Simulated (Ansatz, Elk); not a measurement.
# How far do independent atoms describe KBe2Te2?, part 2 of 2

The structure of KBe2Te2 used here is made up (a known structure type with other elements) and was relaxed beforehand with r2SCAN. The aim is the Fourier transform of its all-electron density, F(hkl), set beside the sum over free spherical atoms that refinements use.

Elk 11.2.3 (patched build); all-electron DFT.

So far: The structure; Ground state and structure factors; The highest occupied states alone.

The structure was built from a prototype and need not be the compound's stable phase.

## (4) Another try

Level of this step: DFT, PBE, all-electron APW+lo, Dirac cores, scalar-relativistic bands, static density, no spin (Elk).

In this try the input is made faulty on purpose, to show what that does.

The input is changed as shown.

elk.in reads:

```
tasks
  0
  195

xctype
  20

spinpol
  .false.

rgkmax
  3.5

gmaxvr
  14.0

lmaxo
  7

lmaxapw
  8

swidth
  0.002

tshift
  .false.

ramdisk
  .false.

hmaxvr
  5.5

maxscl
  60

epspot
  1e-06

sppath
  './'

avec
  -4.14405905340 4.14405905340 12.87076540724
  4.14405905340 -4.14405905340 12.87076540724
  4.14405905340 4.14405905340 -12.87076540724

atoms
  3
  'Te.in'
  2
  0.3436024336 0.3436024336 0.0000000000   0.000000 0.000000 0.000000
  0.6563975664 0.6563975664 0.0000000000   0.000000 0.000000 0.000000
  'K.in'
  1
  0.0000000000 0.0000000000 0.0000000000   0.000000 0.000000 0.000000
  'Be.in'
  2
  0.2500000000 0.7500000000 0.5000000000   0.000000 0.000000 0.000000
  0.7500000000 0.2500000000 0.5000000000   0.000000 0.000000 0.000000

ngridk
  7 7 7
```

Launch:

```sh
OMP_NUM_THREADS=4 elk
```

Numbers of over 12 decimals in the logs are rounded to 6 here.

The log of the run:

```text
┌─────────────────────────┐
│ Elk code version 11.2.3 │
└─────────────────────────┘

All units are atomic (Hartree, Bohr, etc.)

┌─────────────────────────────────────────────────┐
│ Ground-state run starting from atomic densities │
└─────────────────────────────────────────────────┘

Lattice vectors :
  -4.144059053       4.144059053       12.87076541
   4.144059053      -4.144059053       12.87076541
   4.144059053       4.144059053      -12.87076541

Reciprocal lattice vectors :
 -0.1152707706E-16  0.7580955322      0.2440874769
[...]
species : 3 (Be)
   atom 1                    :    2.627177798     (  0.1097355663E-02)
   atom 2                    :    2.627177798     (  0.1097355663E-02)
 total in muffin-tins        :    122.4173604
 total calculated charge     :    130.9969542
 total charge                :    131.0000000
 error                       :   0.3045842164E-02

┌──────────────────────────────┐
│ Self-consistent loop stopped │
└──────────────────────────────┘

Warning : core states of species 1 leak from the muffin-tin :   0.4088565593E-03

Warning : core states of species 3 leak from the muffin-tin :   0.1097355663E-02

Wrote STATE.OUT
[key lines of the parts left out:]
total energy                :     -14224.962790395
```

The job ended after 28 s (4 threads of Arm Neoverse V2, shared host; peak memory 0.25 GiB; 63 s of CPU time).

The run finished. A setting was moved off its sound value on purpose, so it serves as a test and not as the result.

The fault put into the input: a cutoff far too low.

Its structure factors differ from the first run's by R = 0.1 %.

## (5) Another functional

The difference from free atoms is small, so it is set against the change that LDA (Perdew-Wang) makes.

Changes to elk.in since step 4:

```diff
@@ -5,3 +5,3 @@
 xctype
-  20
+  3
 
@@ -11,3 +11,3 @@
 rgkmax
-  3.5
+  7.0
 
@@ -35,3 +35,3 @@
 maxscl
-  60
+  120
```

Launch:

```sh
OMP_NUM_THREADS=4 elk
```

The log of the run:

```text
┌─────────────────────────┐
│ Elk code version 11.2.3 │
└─────────────────────────┘

All units are atomic (Hartree, Bohr, etc.)

┌─────────────────────────────────────────────────┐
│ Ground-state run starting from atomic densities │
└─────────────────────────────────────────────────┘

Lattice vectors :
  -4.144059053       4.144059053       12.87076541
   4.144059053      -4.144059053       12.87076541
   4.144059053       4.144059053      -12.87076541

Reciprocal lattice vectors :
 -0.1152707706E-16  0.7580955322      0.2440874769
[...]
species : 3 (Be)
   atom 1                    :    2.675647077     (  0.1205734167E-02)
   atom 2                    :    2.675647077     (  0.1205734167E-02)
 total in muffin-tins        :    123.1073012
 total calculated charge     :    130.9968049
 total charge                :    131.0000000
 error                       :   0.3195116559E-02

┌──────────────────────────────┐
│ Self-consistent loop stopped │
└──────────────────────────────┘

Warning : core states of species 1 leak from the muffin-tin :   0.4064627044E-03

Warning : core states of species 3 leak from the muffin-tin :   0.1205734167E-02

Wrote STATE.OUT
[key lines of the parts left out:]
total energy                :     -14212.433113579
```

Run time: 29 s. Hardware: 4 threads; peak memory 0.22 GiB.

Against the first run R = 0.04 %; the largest change is -0.047 at 2 0 10.

## (6) Basis size

A smaller basis shows how fast F responds to it; the change is likely larger than the basis error of the first run, but doesn't show convergence.

Changes to elk.in since step 5:

```diff
@@ -5,3 +5,3 @@
 xctype
-  3
+  20
 
@@ -11,3 +11,3 @@
 rgkmax
-  7.0
+  5.5
```

Launch:

```sh
OMP_NUM_THREADS=4 elk
```

The log of the run:

```text
┌─────────────────────────┐
│ Elk code version 11.2.3 │
└─────────────────────────┘

All units are atomic (Hartree, Bohr, etc.)

┌─────────────────────────────────────────────────┐
│ Ground-state run starting from atomic densities │
└─────────────────────────────────────────────────┘

Lattice vectors :
  -4.144059053       4.144059053       12.87076541
   4.144059053      -4.144059053       12.87076541
   4.144059053       4.144059053      -12.87076541

Reciprocal lattice vectors :
 -0.1152707706E-16  0.7580955322      0.2440874769
[...]
species : 3 (Be)
   atom 1                    :    2.669191009     (  0.1108960165E-02)
   atom 2                    :    2.669191009     (  0.1108960165E-02)
 total in muffin-tins        :    123.0417552
 total calculated charge     :    130.9969740
 total charge                :    131.0000000
 error                       :   0.3026014929E-02

┌──────────────────────────────┐
│ Self-consistent loop stopped │
└──────────────────────────────┘

Warning : core states of species 1 leak from the muffin-tin :   0.4045163645E-03

Warning : core states of species 3 leak from the muffin-tin :   0.1108960165E-02

Wrote STATE.OUT
[key lines of the parts left out:]
total energy                :     -14225.477296895
```

It took 34 s on 4 threads; peak memory 0.26 GiB.

Against the first run R = 0.01 %; the largest change is +0.025 at 0 0 12.

## (7) Settings against the effect

```
              run  R against the first run (%)  R against neutral atoms, low angle (%)  wall time
    PBE, rgkmax 7                         0.00                                    0.20       43 s
LDA (Perdew-Wang)                         0.04                                    0.20       29 s
       rgkmax 5.5                         0.01                                    0.20       34 s
```

## (8) Summary of results

```json
{
  "R against neutral atoms, sin θ/λ < 0.3 Å⁻¹": "0.20 %",
  "R against neutral atoms, 0.3 to 0.71 Å⁻¹": "0.16 %"
}
```

Independent neutral atoms miss the calculated amplitudes by R = 0.20 % below 0.3 Å⁻¹ and 0.16 % from there to 0.71 Å⁻¹; by shells, 0.49 % below 0.15 Å⁻¹ (3 forms), 0.18 % 0.15 to 0.3 (14 forms), 0.11 % 0.3 to 0.45 (27 forms), 0.17 % above 0.45 (105 forms). Bonding, aspherical density and the tables' own atoms all enter these figures, and the runs don't part them. The largest change of an amplitude is +0.24 electrons, at 002. The window's part falls from 13.0 electrons at the origin to at most 0.20 between 0.45 and 0.71 Å⁻¹. Below 0.3 Å⁻¹ the changes that finished (LDA (Perdew-Wang) and rgkmax 5.5) move F by R = 0.03 % at most, against the 0.20 % that separates it from free atoms. The k-mesh has no finished test. Part of the difference isn't bonding: the tables are fits to free atoms and ions calculated by other methods than this functional. Thermal motion, anomalous dispersion and extinction are left out.

[Logs are printed without paths, hosts, clocks, repeated set-up lines and the standing remarks that a program may print on its own settings, such as how far it seeks lower states.]

[Hosts, paths, dates, database ids (printed as entryN), source tags and the programs' standing remarks are cut or masked in the printed files.]
